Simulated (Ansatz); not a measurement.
# NaF (Villiaumite): the PBE gap against the k mesh of the density

Wanted: the cheapest k mesh of the density that holds the PBE gap of NaF (Villiaumite).

Main program and level: Ansatz 0.2.0; DFT, PBE, plane waves, PAW; PAW set soft_1.

The database entry behind the starting cell differs from later determinations by our own check (0.1 to 0.3 % short, probably kX units), so it need not match the best structure at ambient conditions.

## (1) The starting structure

The structure is cubic, space group Fm-3m (No. 225). Conventional cell: a = 4.620 Å, b = 4.620 Å, c = 4.620 Å, α = 90.00°, β = 90.00°, γ = 90.00°. Nearest to Na lie 6 F at 2.31 Å. Nearest to F lie 6 Na at 2.31 Å. Farther neighbours and most contacts between anions are not listed.

The cell and positions come from the Crystallography Open Database and are kept as given unless a step says otherwise.

## (2) k mesh of the density: 2×2×2

input.yaml reads:

```yaml
crystal:
  lattice:
    - [0.0, 2.31, 2.31]
    - [2.31, 0.0, 2.31]
    - [2.31, 2.31, 0.0]
  atoms:
    - { symbol: Na, position: [0.0, 0.0, 0.0] }
    - { symbol: F, position: [0.5, 0.5, 0.5] }
kpoints:
  mp_grid: { grid: [2, 2, 2] }
  band_path:
    path:
      - [0.0, 0.0, 0.0]
      - [0.5, 0.0, 0.5]
      - [0.625, 0.25, 0.625]
      - [0.375, 0.375, 0.75]
      - [0.5, 0.5, 0.5]
      - [0.5, 0.25, 0.75]
    npoints: 1
hamiltonian:
  xc: pbe
  pseudopotentials: { kind: paw, azcp: { folder: soft_1 } }
scf:
  occupations: { method: fixed }
  n_extra_bands: 4
output:
  eigenvalues: true
```

Started as:

```console
ansatz run input.yaml --threads 24 --pin off --max-ram 82944MiB --backend cuda --events-out ev --progress --plain --runs-dir out --devices 1 --max-vram 78GiB
```

Numbers of over 12 decimals in the logs are rounded to 6 here.

What it wrote:

```text
scf.n_extra_bands = 4 over 8 filled bands (N_el = 16.0): the run solves 12 bands
GPUs: using 1 of 1 available (devices: 1).
Engine: ansatz 0.2.0, aarch64-unknown-linux-gnu
Pseudopotentials: kind: paw
Pseudopotential: Na, paw, valence charge 9, recommended cutoff 420 eV (normal), soft_1/Na.paw.azcp
Pseudopotential: F, paw, valence charge 7, recommended cutoff 420 eV (normal), soft_1/F.paw.azcp
Functional definition: PBE
  parameter kappa = 0.804
  parameter beta = 0.066725
  exchange = pbe_x(kappa = kappa, mu = beta*pi^2/3)
  correlation = pbe_c(beta = beta)
device memory: the entry about to start is reckoned to put 1.2 GiB on a device that reports 180.4 GiB free (of which the cap on the GPU budget leaves the run 78.0 GiB)
GPU FFT provider: cuFFT
GPU libraries: cuBLAS 13.8.1, cuFFT 12.4.0, cuSOLVER 12.3.2
GPU matrix products: emulated (plane waves: as basis.precision tells), large ones in fixed point in workspaces of 1.00 GiB
Crystal: 2 atoms, lattice volume = 24.653 Å³
Basis set: ecut = 420 eV, 531 PW (Γ)
Bands: 12, of which v1, the nominal top of the filled ones, is band 8 counted from 1 (7 counted from 0)
Symmetry: 48 space group operations
Space group: Fm-3m (ITA 225), of the structure as read, at distance tolerance 2.9e-5 Å
k-points: 3 of 8
Non-local potential: Na, projectors of the file, l = 0: 3, l = 1: 2, l = 2: 1
Non-local potential: F, projectors of the file, l = 0: 2, l = 1: 2, l = 2: 1
PAW form: soft (Blöchl's): semilocal exchange-correlation on the pseudo side does not see the compensation charge
PAW one-centre angular grid: Na, 110 points (default); XC on 64 Gauss nodes
PAW one-centre angular grid: F, 110 points (default); XC on 64 Gauss nodes
Initial density: superposition of atomic densities (chi_scale 0.1, normalization cell, long waves kept (reshape's long-wave potential 0.00 eV rms))
Initial wavefunctions: pseudopotential atomic-orbital guess
GPU buffer pool allocated for 13824 grid points (all kernels)
GPU transforms: local potential and band sums: pruned to the plane-wave sphere, on 24×24×24
Functional: x = pbe(κ = 0.804, μ = 0.219515), c = pbe(β = 0.066725)
SCF iter   1: F=—  HF=-2299.577786 eV  |F-HF|=—  |Δ(HF+E_count)|=         —  Δρ=1.89e-1  dr2=6.06e0  ethr=3.10e-3  ⟨swp⟩=4.3  Hψ=206  notcnv=0  defer=2
preconditioner: auto → none  [insulator: Δε(μ)=3.139 eV  Ē_g=17.939 eV  n_scr=8 (ndim 8)  ℏωp=21.2 eV  f_vac=0.000  ε∞_Penn≈2.4]
SCF iter   2: F=—  HF=-2297.616306 eV  |F-HF|=—  |Δ(HF+E_count)|=    1.96e0  Δρ=9.43e-2  dr2=1.26e0  ethr=3.10e-3  ⟨swp⟩=3.3  Hψ=107  notcnv=0  defer=3
SCF iter   3: F=—  HF=-2297.289465 eV  |F-HF|=—  |Δ(HF+E_count)|=   3.27e-1  Δρ=1.78e-2  dr2=7.00e-2  ethr=3.10e-3  ⟨swp⟩=2.0  Hψ=65  notcnv=0  defer=3
SCF iter   4: F=—  HF=-2297.294267 eV  |F-HF|=—  |Δ(HF+E_count)|=   4.80e-3  Δρ=4.79e-3  dr2=3.99e-3  ethr=4.38e-4  ⟨swp⟩=2.3  Hψ=63  notcnv=0  defer=4
SCF iter   5: F=—  HF=-2297.297347 eV  |F-HF|=—  |Δ(HF+E_count)|=   3.08e-3  Δρ=5.59e-4  dr2=6.48e-5  ethr=2.49e-5  ⟨swp⟩=2.3  Hψ=69  notcnv=0  defer=4
SCF iter   6: F=—  HF=-2297.297472 eV  |F-HF|=—  |Δ(HF+E_count)|=   1.26e-4  Δρ=2.94e-4  dr2=1.25e-5  ethr=4.05e-7  ⟨swp⟩=2.0  Hψ=65  notcnv=0  defer=4
SCF iter   7: F=—  HF=-2297.297467 eV  |F-HF|=—  |Δ(HF+E_count)|=   5.25e-6  Δρ=7.37e-5  dr2=7.52e-7  ethr=7.81e-8  ⟨swp⟩=3.0  Hψ=64  notcnv=0  defer=4
SCF iter   8: F=-2297.297467 eV  HF=-2297.297467 eV  |F-HF|=9.93e-9  |Δ(HF+E_count)|=   3.29e-7  Δρ=8.78e-6  dr2=1.05e-8  ethr=6.25e-10  ⟨swp⟩=5.0  Hψ=161  notcnv=0
SCF 1 converged in 8 iterations: F = -2297.297467 eV  dr2 = 1.05e-8
[...]
device memory: the entry about to start is reckoned to put 1.3 GiB on a device that reports 182.5 GiB free (of which the cap on the GPU budget leaves the run 78.0 GiB)
NSCF: frozen V_eff on 6 k-points
SCF converged after 8 iterations
Free energy (F): -2297.297467 eV
Harris-Foulkes:  -2297.297467 eV  (|F-HF|=9.93e-9)
Internal energy: -2297.297467 eV  (E = F + TS)
E sigma→0 (E₀):  -2297.297467 eV
Fermi energy:    1.139783 eV
--- Per-component energies (eV) ---
  E_band       = -232.910870
  E_kinetic    = 313.420666
  E_local      = -1847.212129  (includes V_loc(G=0)·N_el)
  E_nonlocal   = 365.801800
  E_hartree    = 627.376527
  E_xc         = -115.525874
  E_vxc        = -148.257946  (∫ρ·V_xc dr)
  E_paw        = -498.322277  (= ΣΔE_a)
  E_vpaw       = -171.421748  (= ΣTr[D̂ρ^β])
  E_aug_tail   = 0.000742  (compensation charges beyond the density's cutoff)
  E_ewald      = -1142.836923
  E_smearing   = -0.000000  (= −TS)
  E_closure    = -0.000000  (closes the sum)
  Σ components = -2297.297467   (vs F -2297.297467, Δ=0.00e0)
--- Band table (eV) ---
  k-point 0: bands = [... 4 lower, -17.9750, 1.1398, 1.1398, 1.1398, 7.4059, 20.0649, 20.0649, 20.0649]
  k-point 1: bands = [... 4 lower, -17.0943, -0.4872, 0.8793, 0.8793, 11.8857, 13.6335, 21.2159, 21.2159]
  k-point 2: bands = [... 4 lower, -17.7792, -0.1689, 0.7239, 0.7239, 14.3118, 14.3932, 14.7262, 20.9191]
```

Elapsed: 1.3 s, on 1 × NVIDIA GB200 (shared by 2 runs) with 24 threads of Arm Neoverse V2, shared host; peak memory 0.92 GiB.

In the SCF lines HF is the Harris–Foulkes energy and dr2 the Hartree energy of the density residual, in eV; the loop may stop once dr2 is under the threshold and the program's other checks hold. Hψ counts applications of the Hamiltonian.

This step gave:

- gap: 6.266 eV
- valence top at: Γ
- conduction bottom at: Γ
- least direct gap: 6.266 eV

The gap is direct, at Γ.

## (3) k mesh of the density: 4×4×4

input.yaml: that of step 2 with these lines changed.

```diff
@@ -9,3 +9,3 @@
 kpoints:
-  mp_grid: { grid: [2, 2, 2] }
+  mp_grid: { grid: [4, 4, 4] }
   band_path:
```

What it wrote:

```text
[...]
GPUs: using 1 of 1 available (devices: 1).
[...]
GPU FFT provider: cuFFT
GPU libraries: cuBLAS 13.8.1, cuFFT 12.4.0, cuSOLVER 12.3.2
[...]
Crystal: 2 atoms, lattice volume = 24.653 Å³
Basis set: ecut = 420 eV, 531 PW (Γ)
Bands: 12, of which v1, the nominal top of the filled ones, is band 8 counted from 1 (7 counted from 0)
[... 1 set-up line as in the run before ...]
[...]
Fermi energy:    0.985276 eV
[...]
--- Band table (eV; the first three rows and the last of 8) ---
  k-point 0: bands = [... 4 lower, -17.9346, 0.9853, 0.9853, 0.9853, 7.3498, 20.0313, 20.0313, 20.0313]
  k-point 1: bands = [... 4 lower, -17.4381, 0.0832, 0.8553, 0.8553, 9.2221, 16.2078, 20.8058, 20.8058]
  k-point 2: bands = [... 4 lower, -17.1657, -0.6146, 0.7284, 0.7284, 11.8310, 13.5444, 21.1917, 21.1917]
  k-point 7: bands = [... 4 lower, -17.4749, 0.1051, 0.1051, 0.4085, 14.2742, 14.2742, 16.3105, 17.9642]
[key lines of the parts left out:]
SCF converged after 8 iterations
Free energy (F): -2297.424703 eV
```

Run time: 0.97 s. Hardware: 1 × NVIDIA GB200 (shared by 2 runs) with 24 threads; peak memory 0.95 GiB; 1.7 s of CPU time.

This step gave:

```yaml
gap: 6.364 eV
valence_top_at: Γ
conduction_bottom_at: Γ
least_direct_gap: 6.364 eV
```

The gap is 6.364 eV, +0.098 eV from the run before at this level.

## (4) k mesh of the density: 8×8×8 (the default)

input.yaml, the sections that differ from step 3:

```yaml
kpoints:
  mp_grid: { grid: [8, 8, 8] }
  band_path:
    path:
      - [[0.0, 0.0, 0.0], [0.5, 0.0, 0.5], [0.625, 0.25, 0.625]]
      - [[0.375, 0.375, 0.75], [0.0, 0.0, 0.0], [0.5, 0.5, 0.5], [0.5, 0.25, 0.75], [0.5, 0.0, 0.5]]
    npoints: 10
scf:
  occupations: { method: fermi_dirac, width: 0.02 }
  n_extra_bands: 4
# crystal, hamiltonian, output: as in step 3
```

What it wrote:

```text
[...]
GPUs: using 1 of 1 available (devices: 1).
[...]
GPU FFT provider: cuFFT
GPU libraries: cuBLAS 13.8.1, cuFFT 12.4.0, cuSOLVER 12.3.2
[...]
Crystal: 2 atoms, lattice volume = 24.653 Å³
Basis set: ecut = 420 eV, 531 PW (Γ)
Bands: 12, of which v1, the nominal top of the filled ones, is band 8 counted from 1 (7 counted from 0)
[... 1 set-up line as in the run before ...]
[...]
Fermi energy:    4.184667 eV
[...]
--- Band table (eV; the first three rows and the last of 29) ---
  k-point 0: bands = [... 4 lower, -17.9345, 0.9840, 0.9840, 0.9840, 7.3492, 20.0309, 20.0309, 20.0309]
  k-point 1: bands = [... 4 lower, -17.7164, 0.6871, 0.9459, 0.9459, 7.8977, 18.2967, 20.2723, 20.2723]
  k-point 2: bands = [... 4 lower, -17.4387, 0.0820, 0.8541, 0.8541, 9.2215, 16.2072, 20.8054, 20.8054]
  k-point 28: bands = [... 4 lower, -17.4756, 0.1040, 0.1040, 0.4073, 14.2734, 14.2734, 16.3101, 17.9638]
[key lines of the parts left out:]
SCF converged after 7 iterations
Free energy (F): -2297.425085 eV
```

Run time: 1.2 s. Hardware: 1 × NVIDIA GB200 (shared by 2 runs) with 24 threads; peak memory 0.97 GiB.

This step gave:

```
gap                  : 6.365 eV
valence top at       : Γ
conduction bottom at : Γ
least direct gap     : 6.365 eV
```

The gap is 6.365 eV, +0.001 eV from the run before at this level.

## (5) k mesh of the density: 12×12×12

input.yaml, the sections that differ from step 4:

```yaml
kpoints:
  mp_grid: { grid: [12, 12, 12] }
  band_path:
    path:
      - [0.0, 0.0, 0.0]
      - [0.5, 0.0, 0.5]
      - [0.625, 0.25, 0.625]
      - [0.375, 0.375, 0.75]
      - [0.5, 0.5, 0.5]
      - [0.5, 0.25, 0.75]
    npoints: 1
scf:
  occupations: { method: fixed }
  n_extra_bands: 4
# crystal, hamiltonian, output: as in step 4
```

What it wrote:

```text
[...]
GPUs: using 1 of 1 available (devices: 1).
[...]
GPU FFT provider: cuFFT
GPU libraries: cuBLAS 13.8.1, cuFFT 12.4.0, cuSOLVER 12.3.2
[...]
Crystal: 2 atoms, lattice volume = 24.653 Å³
Basis set: ecut = 420 eV, 531 PW (Γ)
Bands: 12, of which v1, the nominal top of the filled ones, is band 8 counted from 1 (7 counted from 0)
[... 1 set-up line as in the run before ...]
[...]
Fermi energy:    0.984260 eV
[...]
--- Band table (eV; the first three rows and the last of 72) ---
  k-point 0: bands = [... 4 lower, -17.9344, 0.9843, 0.9843, 0.9843, 7.3494, 20.0310, 20.0310, 20.0310]
  k-point 1: bands = [... 4 lower, -17.8117, 0.8442, 0.9668, 0.9668, 7.6022, 19.0498, 20.1421, 20.1421]
  k-point 2: bands = [... 4 lower, -17.6192, 0.4964, 0.9190, 0.9190, 8.2804, 17.5564, 20.4385, 20.4385]
  k-point 71: bands = [... 4 lower, -17.4754, 0.1042, 0.1042, 0.4075, 14.2737, 14.2737, 16.3103, 17.9639]
[key lines of the parts left out:]
SCF converged after 8 iterations
Free energy (F): -2297.425096 eV
```

The job ended after 1.2 s (1 × NVIDIA GB200 (shared by 2 runs) with 24 threads; peak memory 0.92 GiB; 1.9 s of CPU time).

This step gave:

* gap: 6.365 eV
* valence top at: Γ
* conduction bottom at: Γ
* least direct gap: 6.365 eV

The gap is 6.365 eV, as in the run before at this level.

## (6) The series

Differences are against the last row; a negative gap means that bands overlap, and a run with a band path holds that path's time. Times are wall times on 1 × NVIDIA GB200 (shared by 2 runs) with 24 threads of Arm Neoverse V2, shared host, good to a factor of about two.

```
k mesh of the density  gap (eV)  direct gap (eV)  gap error (eV)  energy error (meV/atom)  irreducible k    time
                2×2×2     6.266            6.266          −0.099                    +63.8              3   1.3 s
                4×4×4     6.364            6.364          −0.001                     +0.2              8  0.97 s
                8×8×8     6.365            6.365          +0.000                     +0.0             29   1.2 s
             12×12×12     6.365            6.365          +0.000                     +0.0             72   1.2 s
```

## (7) Summary of results

```
2×2×2    : 6.266 eV
4×4×4    : 6.364 eV
8×8×8    : 6.365 eV
12×12×12 : 6.365 eV
```

What this shows: The gap holds to 0.02 eV from 4×4×4 on. At 2×2×2 the gap is off by −0.099 eV and the energy by +64 meV/atom. The gap is read over the mesh and added points near the edges, so meshes differ mainly through the density and, for a hybrid, the exchange operator.

[Paths, hosts, dates, memory and timing lines, banners, echoed tables and standing remarks are left out of the program output.]

[Logs are printed without paths, hosts, clocks, repeated set-up lines and the standing remarks that a program may print on its own settings, such as how far it seeks lower states.]

[Runs of the session that timed out or met a known fault of the program may be left out.]

[Cells called generated may have been cut or substituted from an entry of the Crystallography Open Database or the Materials Project.]

[Hosts, paths, dates, database ids (printed as entryN), source tags and the programs' standing remarks are cut or masked in the printed files.]
